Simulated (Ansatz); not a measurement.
# Dielectric response of KBr (001) films

How well do thin rocksalt KBr (001) films screen a perpendicular field?

Calculated with Ansatz 0.2.0; plane-wave DFT, PBE, Ansatz PAW (set soft_1); PAW set soft_1, in the first sound run; inputs show where later runs differ.

Most raw output is cut from this account.

### 1. The starting structure

The cell holds 6 atoms: 3 K and 3 Br. Its edges and angles: a = 4.667 Å, b = 4.667 Å, c = 24.600 Å, α = 90.0°, β = 90.0°, γ = 90.0°. It derives from KBr (rocksalt KBr). Vacuum lies along c.

As a file:

```cif
data_structure
_symmetry_space_group_name_H-M 'P 1'
_symmetry_Int_Tables_number 1
_cell_length_a 4.6669
_cell_length_b 4.6669
_cell_length_c 24.6000
_cell_angle_alpha 90.000
_cell_angle_beta 90.000
_cell_angle_gamma 90.000
_cell_volume 535.79
loop_
_atom_site_label
_atom_site_type_symbol
_atom_site_fract_x
_atom_site_fract_y
_atom_site_fract_z
_atom_site_occupancy
K1 K 0.50000 0.50000 0.36585 1
Br2 Br 0.00000 0.00000 0.36585 1
K3 K 0.00000 0.00000 0.50000 1
Br4 Br 0.50000 0.50000 0.50000 1
K5 K 0.50000 0.50000 0.63415 1
Br6 Br 0.00000 0.00000 0.63415 1
```

### 2. Relaxing the film, 6 atoms, units 3

The structure is relaxed first, because levels and dipoles at a surface follow the positions of the outer atoms.

File input.yaml:

```yaml
crystal:
  lattice:
    - [4.66690476, 0.0, 0.0]
    - [0.0, 4.66690476, 0.0]
    - [0.0, 0.0, 24.6]
  atoms:
    - { symbol: K, position: [0.5, 0.5, 0.3658536585] }
    - { symbol: Br, position: [0.0, 0.0, 0.3658536585] }
    - { symbol: K, position: [0.0, 0.0, 0.5] }
    - { symbol: Br, position: [0.5, 0.5, 0.5] }
    - { symbol: K, position: [0.5, 0.5, 0.6341463415] }
    - { symbol: Br, position: [0.0, 0.0, 0.6341463415] }
kpoints:
  mp_grid: { grid: [6, 6, 1] }
hamiltonian:
  xc: pbe
  pseudopotentials: { kind: paw, azcp: { folder: soft_1 } }
scf:
  occupations: { method: fixed }
  convergence: { dr2_threshold: 1.0e-09 }
efield:
  axis: 3
  dipole_correction: true
  ramp_position: 0.97
  ramp_width: 0.06
relax:
  f_tol: 0.003
  max_steps: 100
output:
  write_potential: true
  write_density: true
  volumetric_format: npy
```

The run is started by

```bash
> ansatz run input.yaml --threads 4 --pin off --max-ram 8192MiB --backend cpu --events-out ev --progress --plain --runs-dir out
```

Run time: 12 s. Hardware: 4 threads of Arm Neoverse V1, shared host; peak memory 0.75 GiB; 45 s of CPU time.

Step by step:

```tsv
step	energy less that of the first step (eV)	largest force component (eV/Å)
1	0.0000	0.1042
2	-0.0066	0.0340
3	-0.0079	0.0031
4	-0.0079	0.0002
```

Forces are held to the 8 operations that the run works with; a distortion that breaks them can't arise in this run.

The atoms that moved most (Å):

```tsv
atom	dx	dy	dz	length
Br2	0.000	0.000	-0.084	0.084
Br6	0.000	0.000	0.084	0.084
K1	0.000	0.000	-0.018	0.018
K5	0.000	0.000	0.018	0.018
```

The relaxed structure:

```xyz
6
Lattice="4.6669 0.0000 0.0000 0.0000 4.6669 0.0000 0.0000 0.0000 24.6000" Properties=species:S:1:pos:R:3
K     2.3335    2.3335    8.9820
Br    0.0000    0.0000    8.9157
K     0.0000    0.0000   12.3000
Br    2.3335    2.3335   12.3000
K     2.3335    2.3335   15.6180
Br    0.0000    0.0000   15.6843
```

Numbers from this step:

| Quantity | Value |
| --- | --- |
| gap on the k-mesh | 4.387 eV |
| dipole along the normal | -2.67e-7 e·Å |
| ionisation energy, upper face | 5.989 eV |
| electron affinity, upper face | 1.602 eV |

Running mean over 3.3 Å of the planar mean; the ramp of the sawtooth is left out. Table of electron's electrostatic potential energy less the highest filled level by z:

```tsv
z (Å)	electron's electrostatic potential energy less the highest filled level (eV)
3.5	5.99
4.0	5.99
4.5	5.99
5.0	5.98
5.5	5.97
6.0	5.90
6.5	5.61
7.0	4.50
7.5	2.71
8.0	1.42
8.5	1.04
9.0	0.967
9.5	0.970
10.0	1.05
10.5	1.14
11.0	1.09
11.5	0.970
12.0	0.933
12.5	0.931
13.0	0.957
13.5	1.07
14.0	1.14
14.5	1.07
15.0	0.977
15.5	0.964
16.0	1.02
16.5	1.29
17.0	2.37
17.5	4.16
18.0	5.47
18.5	5.87
19.0	5.96
19.5	5.98
20.0	5.99
20.5	5.99
21.0	5.99
21.5	5.99
```

The relaxation took 4 steps and lowered the energy by 0.0079 eV; the largest force on the free atoms ends at 1.6e-4 eV/Å.

The gap is 4.39 eV, with the valence edge 5.99 eV and the conduction edge 1.60 eV under the upper vacuum level.

### 3. The relaxed film, single point, 6 atoms, units 3

The film was relaxed beforehand; a single point on the relaxed positions gives its levels and potential.

input.yaml, the sections that differ from step 2:

```yaml
crystal:
  lattice:
    - [4.66690476, 0.0, 0.0]
    - [0.0, 4.66690476, 0.0]
    - [0.0, 0.0, 24.6]
  atoms:
    - { symbol: K, position: [0.5, 0.5, 0.3651208711] }
    - { symbol: Br, position: [0.0, 0.0, 0.3624270541] }
    - { symbol: K, position: [0.0, 0.0, 0.499999998] }
    - { symbol: Br, position: [0.5, 0.5, 0.5000000051] }
    - { symbol: K, position: [0.5, 0.5, 0.6348791264] }
    - { symbol: Br, position: [0.0, 0.0, 0.6375729454] }
output:
  eigenvalues: true
  write_potential: true
  write_density: true
  volumetric_format: npy
# kpoints, hamiltonian, scf, efield: as in step 2
# relax: removed
```

The job ended after 4.5 s (4 threads; peak memory 0.76 GiB).

This step gave:

| Property | Result |
| --- | --- |
| dipole along the normal | -9.65e-7 e·Å |

Running mean over 3.3 Å of the planar mean; the ramp of the sawtooth is left out. The electron's electrostatic potential energy less the highest filled level by z:

(Unchanged from step 2.)

The gap is 4.39 eV, with the valence edge 5.99 eV and the conduction edge 1.60 eV under the upper vacuum level.

### 4. Single point, 6 atoms, units 3, field 0.05 V/Å

A sawtooth potential applies the field, turning back in the middle of the vacuum. With the dipole correction the typed value is the field outside the slab. The induced dipole is small, so the SCF threshold is tight.

Edit input.yaml of step 3 so:

```diff
@@ -19,3 +19,3 @@
   occupations: { method: fixed }
-  convergence: { dr2_threshold: 1.0e-09 }
+  convergence: { dr2_threshold: 1.0e-10 }
 efield:
@@ -25,4 +25,4 @@
   ramp_width: 0.06
+  amplitude: 0.05
 output:
-  eigenvalues: true
   write_potential: true
```

Elapsed: 4.9 s, on 4 threads; peak memory 0.73 GiB.

This step gave:

* gap on the k-mesh: 4.326 eV
* dipole along the normal: 0.03786 e·Å

The dipole is 0.0379 e·Å, and the gap on the mesh 4.326 eV.

### 5. Atoms held, 6 atoms, units 3, field -0.05 V/Å

Edit input.yaml of step 4 so:

```diff
@@ -25,3 +25,3 @@
   ramp_width: 0.06
-  amplitude: 0.05
+  amplitude: -0.05
 output:
```

It took 5.1 s on 4 threads; peak memory 0.73 GiB; 19 s of CPU time.

The dipole is -0.0379 e·Å, and the gap on the mesh 4.326 eV.

### 6. Response with the atoms held, 6 atoms, units 3

This step: plane-wave DFT, PBE, Ansatz PAW (set soft_1); response to a field along the normal, atoms held; PAW set soft_1 (Ansatz 0.2.0).

The two fields give this film's response with the atoms held: the electronic part.

Numbers from this step:

```yaml
equivalent_conductor_thickness_p_eps_0ae: 6.291 Å
distance_between_the_outer_atoms: 6.769 Å
thickness: 9.9 Å
```

Local field over the applied field, running mean. From the potentials at -0.05 and 0.05 V/Å; running mean over 3.3 Å, taken twice. Local field over applied field against z:

z (Å), local field over applied field and a bar from the least value:
```
      4.0      0.989 ##############################
      4.5      0.986 ##############################
      5.0      0.966 #############################
      5.5      0.931 ###########################
      6.0      0.878 ########################
      6.5      0.806 #####################
      7.0      0.723 #################
      7.5      0.637 ############
      8.0      0.556 ########
      8.5      0.488 #####
      9.0      0.438 ##
      9.5      0.408 #
     10.0      0.394 
     10.5      0.390 
     11.0      0.391 
     11.5      0.392 
     12.0      0.393 
     12.5      0.393 
     13.0      0.392 
     13.5      0.391 
     14.0      0.390 
     14.5      0.393 
     15.0      0.404 #
     15.5      0.431 ##
     16.0      0.477 ####
     16.5      0.541 ########
     17.0      0.620 ###########
     17.5      0.706 ################
     18.0      0.790 ####################
     18.5      0.865 ########################
     19.0      0.922 ##########################
     19.5      0.961 ############################
     20.0      0.983 ##############################
     20.5      0.993 ##############################
```

Electrons, planar mean, per unit field. The induced electron density by z:

z (Å), induced electron density (e/Å³ per V/Å) and a bar from the least value:
```
        4    0.00000 ##############
        5    0.00003 ##############
        6    0.00022 ###############
        7    0.00126 ####################
        8    0.00318 ##############################
        9   -0.00002 ##############
       10   -0.00265 
       11    0.00166 ######################
       12    0.00087 ##################
       13   -0.00263 
       14    0.00018 ###############
       15    0.00250 ###########################
       16   -0.00103 #########
       17   -0.00271 
       18   -0.00065 ###########
       19   -0.00010 #############
       20   -0.00001 ##############
```

By hand: between -0.05 and 0.05 V/Å the dipole changes by 0.07572 e·Å, a slope of 0.7572 e·Å²/V. A perfect conductor of thickness t has p = ε₀AEt, so t = 180.95 × 0.7572 / 21.780 = 6.29 Å (e/ε₀ = 180.95 V·Å, A in Å²).

The induced dipole is that of a conductor 6.29 Å thick.

### 7. Relaxing in the field, 6 atoms, field 0.05 V/Å

This step: plane-wave DFT, PBE, Ansatz PAW (set soft_1); PAW set soft_1 (Ansatz 0.2.0).

Now the atoms may follow the field. A weak field makes forces of meV/Å to tens of meV/Å, so the force tolerance is set well below the usual one.

Edit input.yaml of step 5 so:

```diff
@@ -25,3 +25,6 @@
   ramp_width: 0.06
-  amplitude: -0.05
+  amplitude: 0.05
+relax:
+  f_tol: 0.0006
+  max_steps: 70
 output:
```

Wall time 12 s (4 threads); peak memory 0.73 GiB; 44 s of CPU time.

Relaxation path:

```tsv
step	energy less that of the first step (eV)	largest force component (eV/Å)
1	0.0000	0.0222
2	-0.0004	0.0101
3	-0.0005	0.0009
4	-0.0005	0.0002
```

Forces are held to the 8 operations that the run works with; a distortion that breaks them can't arise in this run.

The atoms that moved most (Å):

```tsv
atom	dx	dy	dz	length
Br2	0.000	0.000	-0.011	0.011
K5	0.000	0.000	0.010	0.010
Br6	0.000	0.000	-0.010	0.010
K1	0.000	0.000	0.009	0.009
```

The relaxed structure:

```cif
data_structure
_symmetry_space_group_name_H-M 'P 1'
_symmetry_Int_Tables_number 1
_cell_length_a 4.6669
_cell_length_b 4.6669
_cell_length_c 24.6000
_cell_angle_alpha 90.000
_cell_angle_beta 90.000
_cell_angle_gamma 90.000
_cell_volume 535.79
loop_
_atom_site_label
_atom_site_type_symbol
_atom_site_fract_x
_atom_site_fract_y
_atom_site_fract_z
_atom_site_occupancy
K1 K 0.50000 0.50000 0.36549 1
Br2 Br 0.00000 0.00000 0.36198 1
K3 K 0.00000 0.00000 0.50013 1
Br4 Br 0.50000 0.50000 0.49994 1
K5 K 0.50000 0.50000 0.63529 1
Br6 Br 0.00000 0.00000 0.63718 1
```

This step gave:

```yaml
gap_on_the_k_mesh: 4.376 eV
dipole_along_the_normal: 0.05726 e·Å
```

The relaxation took 4 steps and lowered the energy by 4.8e-4 eV; the largest force on the free atoms ends at 1.9e-4 eV/Å.

The dipole is 0.0573 e·Å, and the gap on the mesh 4.376 eV.

### 8. Relaxing in the field, 6 atoms, field -0.05 V/Å

The opposite sign, again from the field-free geometry; the difference of the two cancels what relaxes without a field.

Edit input.yaml of step 7 so:

```diff
@@ -25,3 +25,3 @@
   ramp_width: 0.06
-  amplitude: 0.05
+  amplitude: -0.05
 relax:
```

Run time: 11 s. Hardware: 4 threads; peak memory 0.73 GiB; 44 s of CPU time.

Step by step:

```tsv
step	energy less that of the first step (eV)	largest force component (eV/Å)
1	0.0000	0.0222
2	-0.0004	0.0101
3	-0.0005	0.0009
4	-0.0005	0.0002
```

Forces are held to the 8 operations that the run works with; a distortion that breaks them can't arise in this run.

The atoms that moved most (Å):

```tsv
atom	dx	dy	dz	length
Br6	0.000	0.000	0.011	0.011
K1	0.000	0.000	-0.010	0.010
Br2	0.000	0.000	0.010	0.010
K5	0.000	0.000	-0.009	0.009
```

The relaxed structure:

```xyz
6
Lattice="4.6669 0.0000 0.0000 0.0000 4.6669 0.0000 0.0000 0.0000 24.6000" Properties=species:S:1:pos:R:3
K     2.3335    2.3335    8.9719
Br    0.0000    0.0000    8.9255
K     0.0000    0.0000   12.2969
Br    2.3335    2.3335   12.3015
K     2.3335    2.3335   15.6091
Br    0.0000    0.0000   15.6952
```

The relaxation took 4 steps and lowered the energy by 4.8e-4 eV; the largest force on the free atoms ends at 1.9e-4 eV/Å.

The dipole is -0.0573 e·Å, and the gap on the mesh 4.376 eV.

### 9. Response with the atoms relaxed, 6 atoms, units 3

This step: plane-wave DFT, PBE, Ansatz PAW (set soft_1); response to a field along the normal, atoms relaxed; PAW set soft_1 (Ansatz 0.2.0).

The two relaxed runs give the static response.

This step gave:

* equivalent conductor thickness p/(ε₀AE): 9.514 Å
* distance between the outer atoms: 6.770 Å

Local field over the applied field, running mean. From the potentials at -0.05 and 0.05 V/Å; running mean over 3.3 Å, taken twice. The local field over applied field by z:

```tsv
z (Å)	local field over applied field
4.0	0.987
4.5	0.973
5.0	0.916
5.5	0.838
6.0	0.768
6.5	0.678
7.0	0.544
7.5	0.402
8.0	0.292
8.5	0.250
9.0	0.198
9.5	0.108
10.0	0.0807
10.5	0.112
11.0	0.152
11.5	0.160
12.0	0.117
12.5	0.111
13.0	0.154
13.5	0.157
14.0	0.120
14.5	0.0844
15.0	0.0939
15.5	0.181
16.0	0.244
16.5	0.278
17.0	0.376
17.5	0.515
18.0	0.654
18.5	0.754
19.0	0.823
19.5	0.901
20.0	0.965
20.5	0.989
```

The induced dipole is that of a conductor 9.51 Å thick.

### 10. Relaxation, 10 atoms, units 5

This step: plane-wave DFT, PBE, Ansatz PAW (set soft_1); PAW set soft_1 (Ansatz 0.2.0).

System of this step: KBr (001), 5 units. The cell holds 10 atoms: 5 K and 5 Br. Its edges and angles: a = 4.667 Å, b = 4.667 Å, c = 31.200 Å, α = 90.0°, β = 90.0°, γ = 90.0°. It derives from KBr (rocksalt KBr). Vacuum lies along c.

The next thickness, treated alike, so that differences show the interior and the faces cancel.

File input.yaml:

```yaml
crystal:
  lattice:
    - [4.66690476, 0.0, 0.0]
    - [0.0, 4.66690476, 0.0]
    - [0.0, 0.0, 31.2]
  atoms:
    - { symbol: K, position: [0.5, 0.5, 0.2884615385] }
    - { symbol: Br, position: [0.0, 0.0, 0.2884615385] }
    - { symbol: K, position: [0.0, 0.0, 0.3942307692] }
    - { symbol: Br, position: [0.5, 0.5, 0.3942307692] }
    - { symbol: K, position: [0.5, 0.5, 0.5] }
    - { symbol: Br, position: [0.0, 0.0, 0.5] }
    - { symbol: K, position: [0.0, 0.0, 0.6057692308] }
    - { symbol: Br, position: [0.5, 0.5, 0.6057692308] }
    - { symbol: K, position: [0.5, 0.5, 0.7115384615] }
    - { symbol: Br, position: [0.0, 0.0, 0.7115384615] }
kpoints:
  mp_grid: { grid: [6, 6, 1] }
hamiltonian:
  xc: pbe
  pseudopotentials: { kind: paw, azcp: { folder: soft_1 } }
scf:
  occupations: { method: fixed }
  convergence: { dr2_threshold: 1.0e-09 }
efield:
  axis: 3
  dipole_correction: true
  ramp_position: 0.97
  ramp_width: 0.06
relax:
  f_tol: 0.003
  max_steps: 100
output:
  write_potential: true
  write_density: true
  volumetric_format: npy
```

Wall time 27 s (4 threads); peak memory 1.1 GiB.

The steps of the relaxation:

```tsv
step	energy less that of the first step (eV)	largest force component (eV/Å)
1	0.0000	0.1028
2	-0.0118	0.0314
3	-0.0150	0.0034
4	-0.0150	0.0014
```

The run keeps the 8 symmetry operations that it works with, so distortions that break them were not tested.

The atoms that moved most (Å):

```tsv
atom	dx	dy	dz	length
Br10	0.000	0.000	0.158	0.158
Br2	0.000	0.000	-0.158	0.158
K1	0.000	0.000	-0.084	0.084
K9	0.000	0.000	0.084	0.084
K3	0.000	0.000	-0.084	0.084
K7	0.000	0.000	0.084	0.084
Br8	0.000	0.000	0.063	0.063
Br4	0.000	0.000	-0.063	0.063
```

The relaxation took 4 steps and lowered the energy by 0.015 eV; the largest force on the free atoms ends at 0.0014 eV/Å.

The gap is 4.38 eV, with the valence edge 6.01 eV and the conduction edge 1.63 eV under the upper vacuum level.

### 11. The relaxed film, single point, 10 atoms, units 5

input.yaml, the sections that differ from step 10:

```yaml
crystal:
  lattice:
    - [4.66690476, 0.0, 0.0]
    - [0.0, 4.66690476, 0.0]
    - [0.0, 0.0, 31.2]
  atoms:
    - { symbol: K, position: [0.5, 0.5, 0.2857549179] }
    - { symbol: Br, position: [0.0, 0.0, 0.2833841757] }
    - { symbol: K, position: [0.0, 0.0, 0.3915494102] }
    - { symbol: Br, position: [0.5, 0.5, 0.3922241653] }
    - { symbol: K, position: [0.5, 0.5, 0.4999999964] }
    - { symbol: Br, position: [0.0, 0.0, 0.5000000032] }
    - { symbol: K, position: [0.0, 0.0, 0.6084505805] }
    - { symbol: Br, position: [0.5, 0.5, 0.6077758441] }
    - { symbol: K, position: [0.5, 0.5, 0.7142450775] }
    - { symbol: Br, position: [0.0, 0.0, 0.7166158292] }
output:
  eigenvalues: true
  write_potential: true
  write_density: true
  volumetric_format: npy
  elf: true
# kpoints, hamiltonian, scf, efield: as in step 10
# relax: removed
```

It took 11 s on 4 threads; peak memory 1.1 GiB.

The gap is 4.38 eV, with the valence edge 6.01 eV and the conduction edge 1.63 eV under the upper vacuum level.

### 12. Atoms held, 10 atoms, units 5, field 0.05 V/Å

Edit input.yaml of step 11 so:

```diff
@@ -23,3 +23,3 @@
   occupations: { method: fixed }
-  convergence: { dr2_threshold: 1.0e-09 }
+  convergence: { dr2_threshold: 1.0e-10 }
 efield:
@@ -29,4 +29,4 @@
   ramp_width: 0.06
+  amplitude: 0.05
 output:
-  eigenvalues: true
   write_potential: true
@@ -34,2 +34 @@
   volumetric_format: npy
-  elf: true
```

The job ended after 12 s (4 threads; peak memory 1.1 GiB; 44 s of CPU time).

The dipole is 0.0623 e·Å, and the gap on the mesh 4.214 eV.

### 13. Atoms held, 10 atoms, units 5, field -0.05 V/Å

Edit input.yaml of step 12 so:

```diff
@@ -29,3 +29,3 @@
   ramp_width: 0.06
-  amplitude: 0.05
+  amplitude: -0.05
 output:
```

Wall time 11 s (4 threads); peak memory 1.1 GiB.

The dipole is -0.0623 e·Å, and the gap on the mesh 4.214 eV.

### 14. Response with the atoms held, 10 atoms, units 5

This step: plane-wave DFT, PBE, Ansatz PAW (set soft_1); response to a field along the normal, atoms held; PAW set soft_1 (Ansatz 0.2.0).

Local field over the applied field, running mean. From the potentials at -0.05 and 0.05 V/Å; running mean over 3.3 Å, taken twice. Table of local field over applied field by z:

```tsv
z (Å)	local field over applied field
4	0.958
5	0.963
6	0.868
7	0.711
8	0.546
9	0.433
10	0.393
11	0.391
12	0.394
13	0.397
14	0.397
15	0.397
16	0.397
17	0.397
18	0.397
19	0.395
20	0.392
21	0.391
22	0.420
23	0.517
24	0.677
25	0.841
26	0.950
27	0.986
```

The induced dipole is that of a conductor 10.36 Å thick.

(Part 1 of 3 ends here.)

[Logs are printed without paths, hosts, clocks, repeated set-up lines and the standing remarks that a program may print on its own settings, such as how far it seeks lower states.]

[Hosts, paths, dates, database ids (printed as entryN), source tags and the programs' standing remarks are cut or masked in the printed files.]

[Maps of the electrostatic potential energy from Ansatz leave out the sawtooth potential of an applied field or a dipole correction, so their vacuum need not be flat; planar profiles and work functions include it.]
